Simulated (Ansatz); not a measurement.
# Stack of 1T-PtSe2 under 1T-SnSe2 , shifted by a third of the diagonal in a perpendicular field, part 2 of 3

Aim: how the stack of 1T-PtSe2 under 1T-SnSe2 , shifted by a third of the diagonal screens a field along its normal, and what the field does to its bands. A positive field points along +c.

Ansatz 0.2.0; plane-wave DFT, PBE-D3(BJ), Ansatz PAW.

So far. Step 2 (Relaxation): The lattice constant a goes from 3.810 to 3.772 Å.

### 3. Single point, field 0, start network

A sawtooth potential applies the field, turning back in the middle of the vacuum. With the dipole correction the typed value is the field outside the slab. The induced dipole is small, so the SCF threshold is tight.

The cell differs from the one that the last finished run ended in (c 45.978 → 26.574 Å).

File input.yaml:

```yaml
crystal:
  lattice:
    - [3.7720073501, 0.0, 0.0]
    - [-1.8860036751, 3.2666541885, 0.0]
    - [0.0, 0.0, 26.5736479904]
  atoms:
    - { symbol: Se, position: [0.6666666667, 0.3333333333, 0.3386813885] }
    - { symbol: Pt, position: [0.0, 0.0, 0.3871817253] }
    - { symbol: Se, position: [0.3333333333, 0.6666666667, 0.4354361671] }
    - { symbol: Se, position: [0.0, 0.0, 0.539361138] }
    - { symbol: Sn, position: [0.3333333333, 0.6666666667, 0.6005942331] }
    - { symbol: Se, position: [0.6666666667, 0.3333333333, 0.6613186115] }
kpoints:
  mp_grid: { grid: [12, 12, 1] }
  band_path:
    path: [[0, 0, 0], [0.5, 0, 0], [0.33333333, 0.33333333, 0], [0, 0, 0]]
    npoints: 16
hamiltonian:
  xc: pbe
  dispersion: d3bj
scf:
  occupations: { method: fermi_dirac, width: 0.02585 }
  convergence: { dr2_threshold: 1.0e-10 }
efield:
  axis: 3
  dipole_correction: true
  ramp_position: 0.97
  ramp_width: 0.06
  amplitude: 0
output:
  dos: { projected: true, e_range: [-6, 5] }
  write_potential: true
  write_density: true
  volumetric_format: npy
  elf: true
```

The run is started by

```sh
> ansatz run input.yaml --threads 4 --pin off --max-ram 8192MiB --backend cpu --events-out ev --progress --plain --runs-dir out
```

The program printed:

```text
[...]
Crystal: 6 atoms, lattice volume = 327.436 Å³
Basis set: ecut = 420 eV, 6425 PW (Γ)
Bands: 58, of which v1, the nominal top of the filled ones, is band 48 counted from 1 (47 counted from 0)
Symmetry: 6 space group operations
[...]
k-points: 19 of 144 (time reversal used)
[...]
SCF iter   1: F=—  HF=-40427.686145 eV  |F-HF|=—  |Δ(HF+E_count)|=         —  Δρ=1.71e-3  dr2=4.42e-2  ethr=1.77e-3  p=-0.006 e·Å  D=-3.30e-3 V/Å  ΔV_dip=0.09 eV  dr2_dipole=4.18e-9  V_vac-E_F(+/−)=5.23/5.14 eV  ⟨swp⟩=9.0  Hψ=4636  notcnv=0  defer=6
efield: sawtooth ramp at fractional position 0.9700 (set: `efield.ramp_position`, or a place that a band, a saddle search or an elastic batch's reference lends), width 0.0600; the density the first Hamiltonian is built on has a dipole p = -0.006 e·Å; the dipole correction subtracts the counter field D = -3.30e-3 V/Å, which shifts the + side's vacuum level by +0.09 eV against the − side's; the planar-averaged density in the ramp window peaks in size at 1.1e-5 e/Å³
[...]
SCF iter   2: F=—  HF=-40427.688055 eV  |F-HF|=—  |Δ(HF+E_count)|=   1.91e-3  Δρ=1.73e-3  dr2=8.01e-2  ethr=4.61e-5  p=-0.004 e·Å  D=-2.47e-3 V/Å  ΔV_dip=0.07 eV  dr2_dipole=4.60e-6  V_vac-E_F(+/−)=5.41/5.34 eV  ⟨swp⟩=3.5  Hψ=1794  notcnv=0  defer=72
[...]
SCF iter  12: F=-40427.681408 eV  HF=-40427.681408 eV  |F-HF|=5.09e-11  |Δ(HF+E_count)|=  7.49e-10  Δρ=1.22e-7  dr2=8.68e-11  ethr=1.00e-12  p=-0.000 e·Å  D=-1.92e-4 V/Å  ΔV_dip=0.01 eV  dr2_dipole=1.29e-12  V_vac-E_F(+/−)=5.25/5.24 eV  ⟨swp⟩=12.2  Hψ=4487  notcnv=0
SCF 1 converged in 12 iterations: F = -40427.681408 eV  dr2 = 8.68e-11
[...]
NSCF: frozen V_eff on 49 k-points
efield: sawtooth ramp at fractional position 0.9700 (kept from the solve that this one continues, or follows in the run), width 0.0600; the density the first Hamiltonian is built on has a dipole p = -0.000 e·Å; the dipole correction subtracts the counter field D = -1.92e-4 V/Å, which shifts the + side's vacuum level by +0.01 eV against the − side's; the planar-averaged density in the ramp window peaks in size at 9.0e-6 e/Å³
WARN: The output density's exchange-correlation potential varies sharply where the density is thin. Do not read a vacuum level from v_tot or v_xc, or from such a field of the output density. On a cell that repeats whose density bears no net charge and no dipole along the vacuum's axis use v_es (v_loc + v_h of the components); under efield.dipole_correction with no amplitude use v_es + v_field, which holds any externa [...]
SCF converged after 12 iterations
Free energy (F): -40427.681408 eV
[...]
Internal energy: -40427.681359 eV  (E = F + TS)
E sigma→0 (E₀):  -40427.681384 eV
Entropy (-TS):   -0.000049 eV (-0.008 meV/atom)
Fermi energy:    1.372864 eV
Dipole field:    D = -0.000191 V/Å  (p = -0.000346 e·Å, saw-weighted, corrected)
Work function:   Φ+ = 5.2479 eV   Φ− = 5.2428 eV
Levels:          The Fermi level and band energies are counted from a zero that moves with the ramp; work functions are not
[...]
--- Band table (eV; the first three rows and the last of 19) ---
  k-point 0: bands = [... 44 lower, 0.6538, 0.6581, 0.8338, 0.8338, 2.7613, 3.7731, 3.7731, 4.0245, ... 6 higher]
  k-point 1: bands = [... 44 lower, 0.6727, 0.7229, 0.8603, 1.0010, 3.0000, 3.3572, 3.6655, 4.4648, ... 6 higher]
  k-point 2: bands = [... 44 lower, 0.6026, 0.6847, 0.8255, 1.1620, 2.5010, 3.1650, 3.4729, 4.8224, ... 6 higher]
  k-point 18: bands = [... 44 lower, -0.3711, -0.1531, -0.1154, -0.0594, 2.2412, 2.6405, 2.9760, 5.7037, ... 6 higher]
```

Run time: 35 s. Hardware: 4 threads of Intel Xeon at 2.50GHz (Skylake/Cascade Lake), shared host; peak memory 1.1 GiB.

This step gave:

```yaml
dipole_along_the_normal: -3.46e-4 e·Å
gap_along_the_path: 0.3038 eV
smallest_direct_gap_along_the_path: 1.177 eV
ionisation_energy_upper_face: 5.401 eV
electron_affinity_upper_face: 5.098 eV
gap_the_smaller_of_path_and_mesh: 0.3038 eV
```

Running mean over a fixed 2.5 Å (it still follows the layers) of the planar mean; the ramp of the sawtooth is left out. The electron's electrostatic potential energy less the Fermi level by z:

```
z (Å)  electron's electrostatic potential energy less the Fermi level (eV)
  3.5                                                                 5.24
  4.0                                                                 5.24
  4.5                                                                 5.24
  5.0                                                                 5.24
  5.5                                                                 5.23
  6.0                                                                 5.21
  6.5                                                                 5.09
  7.0                                                                 4.57
  7.5                                                                 3.25
  8.0                                                                 1.56
  8.5                                                               -0.765
  9.0                                                                -3.93
  9.5                                                                -6.78
 10.0                                                                -7.99
 10.5                                                                -8.06
 11.0                                                                -7.13
 11.5                                                                -4.53
 12.0                                                                -1.47
 12.5                                                                0.257
 13.0                                                                0.579
 13.5                                                                0.308
 14.0                                                               -0.916
 14.5                                                                -2.37
 15.0                                                                -3.02
 15.5                                                                -3.42
 16.0                                                                -3.61
 16.5                                                                -3.36
 17.0                                                                -2.94
 17.5                                                                -2.10
 18.0                                                               -0.395
 18.5                                                                 1.45
 19.0                                                                 3.09
 19.5                                                                 4.46
 20.0                                                                 5.07
 20.5                                                                 5.21
 21.0                                                                 5.24
 21.5                                                                 5.25
 22.0                                                                 5.25
 22.5                                                                 5.25
 23.0                                                                 5.25
```

The density of states has structure finer than the step of the table below, so its rows give means over 0.2 eV. Peaks (eV: height): -5.56: 18.7, -5.31: 14.9, -5.06: 11.7, -4.10: 12.3, -2.72: 17.0, -1.70: 10.2, 1.75: 9.81.

The density of states by energy, zero at the Fermi level of the run, which the smearing sets inside the gap; means over each step:

energy (eV), density of states (states/eV a cell) and a bar:
```
     -5.8        1.6 #####
     -5.6        4.8 ################
     -5.4        3.5 ############
     -5.2        9.0 ##############################
     -5.0        7.0 #######################
     -4.8        0.1 
     -4.6        4.7 ################
     -4.4        2.8 #########
     -4.2        5.8 ###################
     -4.0        4.9 ################
     -3.8        4.3 ##############
     -3.6        5.7 ###################
     -3.4        5.2 #################
     -3.2        4.3 ##############
     -3.0        3.2 ###########
     -2.8        7.5 #########################
     -2.6        7.7 ##########################
     -2.4        3.5 ############
     -2.2        3.0 ##########
     -2.0        4.9 ################
     -1.8        7.7 ##########################
     -1.6        5.6 ###################
     -1.4        5.9 ####################
     -1.2        7.4 #########################
     -1.0        5.6 ###################
     -0.8        4.4 ###############
     -0.6        3.5 ############
     -0.4        1.5 #####
     -0.2        1.4 #####
      0.0        0.0 
      0.2        0.3 #
      0.4        0.7 ##
      0.6        0.9 ###
      0.8        1.3 ####
      1.0        3.8 #############
      1.2        3.0 ##########
      1.4        5.0 #################
      1.6        4.1 ##############
      1.8        6.2 #####################
      2.0        3.3 ###########
```

Projected DOS per atom over height of the atomic layer and energy from the Fermi level. Layers: Se Pt Se Se Sn Se from below.

Values in states/eV, 22 rows by 6 columns, each cell a mean:
```
0.99 0.79 0.97 0.10 0.13 0.10
1.22 1.07 1.23 0.39 0.48 0.39
0.94 0.90 0.98 0.41 0.48 0.43
0.33 0.30 0.27 0.47 0.53 0.48
0.02 0.01 0.01 0.24 0.28 0.23
0.00 0.00 0.00 0.05 0.06 0.05
0.36 0.09 0.50 0.15 0.02 0.09
1.14 0.44 0.91 0.43 0.02 0.39
1.09 0.73 0.92 1.23 0.08 1.30
0.85 0.78 0.78 1.77 0.15 1.73
1.17 1.20 1.13 1.44 0.24 1.70
0.52 0.81 0.57 0.84 0.24 0.94
0.54 2.02 0.50 0.63 0.31 0.66
0.35 3.42 0.35 0.76 0.48 0.78
0.20 1.01 0.24 1.06 0.66 1.07
0.43 2.30 0.47 0.68 0.56 0.72
1.10 2.32 0.72 0.38 0.35 0.45
0.57 1.27 0.58 0.54 0.42 0.44
0.40 0.65 0.32 0.37 0.37 0.37
1.23 2.93 1.51 0.62 0.50 0.40
0.96 2.75 1.13 0.13 0.09 0.08
0.48 0.80 0.56 0.02 0.01 0.01
```
Columns: height of the atomic layer (Å) from 9 to 17.6 (not evenly spaced); rows upwards: energy from the Fermi level (eV) from -5.96 to 2.14.

Electronic bands along the path, in eV, zero at the Fermi level of the run, which the smearing sets inside the gap:

```
  point  band 45  band 46  band 47  band 48  band 49  band 50  band 51  band 52
      Γ    -0.72    -0.71    -0.54    -0.54     1.39     2.40     2.40     2.65
halfway    -1.01    -1.01    -0.70    -0.50     0.96     1.31     2.02     3.64
      M    -2.41    -1.90    -1.45    -1.03     0.15     1.82     2.18     3.41
halfway    -1.77    -1.66    -1.55    -1.33     0.89     1.46     1.72     4.36
      K    -1.74    -1.53    -1.49    -1.43     0.87     1.27     1.60     4.33
halfway    -1.48    -1.31    -0.98    -0.41     1.26     1.43     1.61     4.12
      Γ    -0.72    -0.71    -0.54    -0.54     1.39     2.40     2.40     2.65
```

Valence density in the ca plane at fractional y = 0.000, with atoms of Pt and Se within 0.2 Å of it. It is the smooth field of the valence electrons, not physical close to the nuclei.

Ten steps, logarithmic in the rise over the least value, from '0' (0 e/Å³) to '9' (34 e/Å³), each cell a mean:
```
00000025676410000137873100000000000000000000
00000013454210000123432100000000000000000000
00000111222110000011111100000000000000000000
00000111111111000000000111111110000000000000
00001111001111100000000111111110000000000000
00001111101111000000000111111110000000000000
00000111111111000001111111111100000000000000
00000012343210000012221100000000000000000000
00000024665310000125652100000000000000000000
00000025776410000148983100000000000000000000
```
Columns run along c (16.0 Å, from fractional 0.27 to 0.87 of the cell), rows up along a (3.8 Å). Atoms in or near the plane, at fractional coordinates: Pt at (0.39, 0.00), Se at (0.54, 0.00).

Electrostatic potential energy in the ca plane at fractional y = 0.000, with atoms of Pt and Se within 0.2 Å of it. With pseudopotentials it is smooth inside the atoms' cores, unlike the true potential.

Values in eV, 6 rows by 16 columns, each cell a mean:
```
  7   7   7   7   7   7   6   0 -35 -23   5   2 -13 -12   3   5
  7   7   7   7   7   6   5   2  -8  -3   4   5  -4  -2   0   2
  7   7   7   7   7   6   4  -1   3   1   0   5   5   1  -6  -1
  7   7   7   7   7   6   5   0   2   1   1   5   4   1  -4   0
  7   7   7   7   7   6   6   2 -18  -9   4   4 -10  -6   1   3
  7   7   7   7   7   7   6  -1 -37 -25   4   1 -11 -12   3   5
```
Columns run along c (16.0 Å, from fractional 0.06 to 0.66 of the cell; values clipped at the 3rd and 97th percentile), rows up along a (3.8 Å). Atoms in or near the plane, at fractional coordinates: Pt at (0.39, 0.00), Se at (0.54, 0.00).

ELF in the ca plane at fractional y = 0.000, with atoms of Pt and Se within 0.2 Å of it. It is the smooth field of the valence electrons, not physical close to the nuclei.

Ten even steps from '0' (0.00) to '9' (0.83), each cell a mean:
```
00001246787532004997358741000000000000000000
00012334565332102899888631112221000000000000
01234543333444311478887532345554310000000000
13567764323566631134554323468887631000000000
24678765213577751000122223479988742000000000
24677765223577741012233323478888642000000000
02355654333455420257776432457776421000000000
00123333454333201699998632223332100000000000
00001235776432003998678731000100000000000000
00001347888642005995248741000000000000000000
```
Columns run along c (16.0 Å, from fractional 0.27 to 0.87 of the cell), rows up along a (3.8 Å). Atoms in or near the plane, at fractional coordinates: Pt at (0.39, 0.00), Se at (0.54, 0.00).

The gap is 0.30 eV, with the valence edge 5.40 eV and the conduction edge 5.10 eV under the upper vacuum level. Spin-orbit coupling, left out in this run, matters for the bands of elements this heavy.

### 4. Single point, field 0.1 V/Å

Changes to input.yaml since step 3:

```diff
@@ -26,7 +26,6 @@
   dipole_correction: true
-  ramp_position: 0.97
-  ramp_width: 0.06
-  amplitude: 0
+  ramp_position: 0.9586
+  ramp_width: 0.0828
+  amplitude: 0.1
 output:
-  dos: { projected: true, e_range: [-6, 5] }
   write_potential: true
@@ -34,2 +33 @@
   volumetric_format: npy
-  elf: true
```

The program printed:

```text
[...]
Crystal: 6 atoms, lattice volume = 327.436 Å³
Basis set: ecut = 420 eV, 6425 PW (Γ)
Bands: 58, of which v1, the nominal top of the filled ones, is band 48 counted from 1 (47 counted from 0)
Symmetry: 6 space group operations
[...]
k-points: 19 of 144 (time reversal used)
[...]
k-point 0: bands = [... 44 lower, 0.6626, 0.6626, 0.8228, 0.8228, 2.7824, 3.7471, 3.7471, 4.0437, ... 6 higher]
  k-point 1: bands = [... 44 lower, 0.6730, 0.6947, 0.8561, 0.9908, 3.0144, 3.3384, 3.6396, 4.4852, ... 6 higher]
  k-point 2: bands = [... 44 lower, 0.5968, 0.6516, 0.8268, 1.1464, 2.4800, 3.1816, 3.4470, 4.8505, ... 6 higher]
  k-point 18: bands = [... 44 lower, -0.3540, -0.1751, -0.1038, -0.0797, 2.2397, 2.6162, 2.9701, 5.7266, ... 6 higher]
[key lines of the parts left out:]
SCF converged after 15 iterations
Free energy (F): -40427.684895 eV
Fermi energy:    1.376517 eV
Dipole field:    D = 0.038725 V/Å  (p = 0.070075 e·Å, saw-weighted, corrected)
```

Wall time 39 s (4 threads); peak memory 1 GiB.

The dipole is 0.0701 e·Å, and the gap 0.338 eV.

[end of part 2 of 3]

[Long decimals in the printed logs are rounded to 6 places.]

[Logs are printed without paths, hosts, clocks, repeated set-up lines and the standing remarks that a program may print on its own settings, such as how far it seeks lower states.]

[Hosts, paths, dates, database ids (printed as entryN), source tags and the programs' standing remarks are cut or masked in the printed files.]

[Maps of the electrostatic potential energy from Ansatz leave out the sawtooth potential of an applied field or a dipole correction, so their vacuum need not be flat; planar profiles and work functions include it.]

[The density of states shown here was stored with 400 of the rows of the run's finer table, so its peaks can read low, often by over a quarter, or be missed, and its means over a window can be off by a tenth or more.]
